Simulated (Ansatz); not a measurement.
In doubt: masses and optical values from hybrid runs of this build are listed as unsure (in some of the runs), which bears on the screening that GW takes from such a start.

System: KSrBiWO6 (F-43m).

Symmetry: F-43m, No. 216, cubic system. The conventional cell has a = 8.545 Å, b = 8.545 Å, c = 8.545 Å, α = 90.00°, β = 90.00°, γ = 90.00°. Nearest to K lie 12 O at 3.03 Å. Nearest to Sr lie 12 O at 3.03 Å. Bi has 6 O at 2.34 Å nearest. W has 6 O at 1.94 Å nearest. O has 1 W at 1.94 Å and 1 Bi at 2.34 Å and 2 K at 3.03 Å and 2 Sr at 3.03 Å nearest. Farther neighbours and most contacts between anions are not listed.

```
K Sr Bi W O
1.0
     0.00000    4.27242    4.27242
     4.27242    0.00000    4.27242
     4.27242    4.27242    0.00000
K Sr Bi W O
1 1 1 1 6
Direct
  0.25000 0.25000 0.25000
  0.75000 0.75000 0.75000
  0.00000 0.00000 0.00000
  0.50000 0.50000 0.50000
  0.72648 0.27352 0.27352
  0.27352 0.72648 0.72648
  0.72648 0.72648 0.27352
  0.27352 0.27352 0.72648
  0.27352 0.72648 0.27352
  0.72648 0.27352 0.72648
```

The cell is the Materials Project's (PBE, PBE+U or r2SCAN) relaxed one; the ions were relaxed with PBE or PBE+U in the database cell. Spin-orbit coupling is left out unless a run names it.

Gaps computed with Ansatz 0.2.0 without a self-energy: HSE06 2.96 eV, r2SCAN 2.24 eV and PBE0 3.67 eV.

Q: What gap should G0W0 on HSE06 give (4×4×4 mesh, 855 empty bands, screening to 180 eV, PAW set soft_1 files)?

About 3.37 eV: on its mesh the run moves the gap from 2.96 eV by +0.41 eV. Among the scalar-relativistic levels given, PBE0 is nearest (+0.30 eV). Bands and cutoff are finite, so the gap is not at the basis limit. The miss can reach some tenths of an eV and take either sign; the mesh is an error of its own. Where an edge is built on 6p states of lead, bismuth or thallium, scalar-relativistic gaps usually stand too wide, by a few tenths to over one eV. The many-body steps are scalar-relativistic: spin-orbit coupling is not in them.

[Paths, hosts, dates, memory and timing lines, banners, echoed tables and standing remarks are left out of the program output.]

[Logs are printed without paths, hosts, clocks, repeated set-up lines and the standing remarks that a program may print on its own settings, such as how far it seeks lower states.]

[Runs of the session that timed out or met a known fault of the program may be left out.]

[Cells called generated may have been cut or substituted from an entry of the Crystallography Open Database or the Materials Project.]

[Hosts, paths, dates, database ids (printed as entryN), source tags and the programs' standing remarks are cut or masked in the printed files.]
